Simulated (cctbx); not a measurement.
# Resonant diffraction in Ca6HfTi

Space group Amm2 (no. 38), a = 5.6410 Å, b = 7.1210 Å, c = 12.8510 Å, α = 90.00°, β = 90.00°, γ = 90.00°.

```csv
atom,mult.,x,y,z,Ueq (Å²)
Hf1,2,1/2,1/2,0.1736,0.0087
Ti1,2,0,1/2,0.3287,0.0181
Ca1,2,1/2,0,0.1697,0.0298
Ca2,4,1/2,0.7464,0.4214,0.0225
Ca3,2,0,0,0.3328,0.0169
Ca4,4,0,0.2517,0.0785,0.0252
```

This is a model crystal, built by substitution and not relaxed, with assumed displacement parameters.

Calculated with cctbx: free-atom f′ and f″ from the Sasaki tables, no fine structure; amplitudes in electrons.

How do |F(hkl)| and |F(−h−k−l)| change across the Hf L3 edge?

```text
E (eV)    f'(Hf)   f''           |F|0 0 4        |F|1 0 0        |F|1 0 2        |F|1 0 4
   8961   -8.71   4.19      145.9/ 146.0     79.5/  79.5     85.2/  84.2    287.5/ 287.5
   9311  -10.53   3.93      143.0/ 143.4     75.8/  75.8     81.6/  80.6    284.1/ 284.0
   9441  -12.12   3.85      140.5/ 141.2     72.6/  72.6     78.4/  77.5    281.1/ 280.9
   9501  -13.48   3.81      138.4/ 139.3     69.9/  69.9     75.7/  74.8    278.6/ 278.3
   9531  -14.93   3.79      136.2/ 137.4     67.0/  67.0     72.8/  72.0    275.9/ 275.5
   9546  -16.38   3.78      134.0/ 135.5     64.1/  64.1     69.9/  69.1    273.2/ 272.7
   9553  -17.69   3.77      132.0/ 133.8     61.6/  61.6     67.4/  66.5    270.8/ 270.2
   9557  -19.09   3.77      130.0/ 132.0     58.8/  58.8     64.6/  63.8    268.2/ 267.5
   9565  -19.43  10.52      120.8/ 142.2     60.7/  60.7     65.8/  66.4    272.7/ 264.2
   9569  -17.84  10.51      123.3/ 144.1     63.7/  63.7     68.9/  69.4    275.5/ 267.3
   9576  -16.43  10.49      125.6/ 145.7     66.4/  66.4     71.6/  72.0    278.0/ 270.0
   9591  -14.90  10.45      128.1/ 147.5     69.3/  69.3     74.6/  74.9    280.8/ 273.0
   9621  -13.37  10.38      130.6/ 149.4     72.2/  72.2     77.5/  77.8    283.5/ 275.9
   9711  -11.43  10.16      133.9/ 151.6     75.9/  75.9     81.2/  81.4    286.9/ 279.7
   9961   -9.43   9.61      137.5/ 153.5     79.5/  79.5     84.9/  85.0    290.1/ 283.6
```

The edge is at 9561 eV. f′ of Hf falls from -12.1 e at 9441 eV to -19.1 e at 4 eV below it, and f″ steps from 3.77 to 10.51 e across it. Over that approach |F| changes by -7 % (0 0 4), -19 % (1 0 0), -18 % (1 0 2) and -5 % (1 0 4): a reflection falls where Hf scatters in phase with the total and rises where it scatters against it; it hardly moves where the Hf term is small or cancels by symmetry or lies in quadrature to the total. The f″ term interferes with the normal scattering with opposite sign for the two Friedel mates. The largest Friedel difference in the scan is 16.3 % of the mean (0 0 4, at 9565 eV).

[Logs are printed without paths, hosts, clocks, repeated set-up lines and the standing remarks that a program may print on its own settings, such as how far it seeks lower states.]
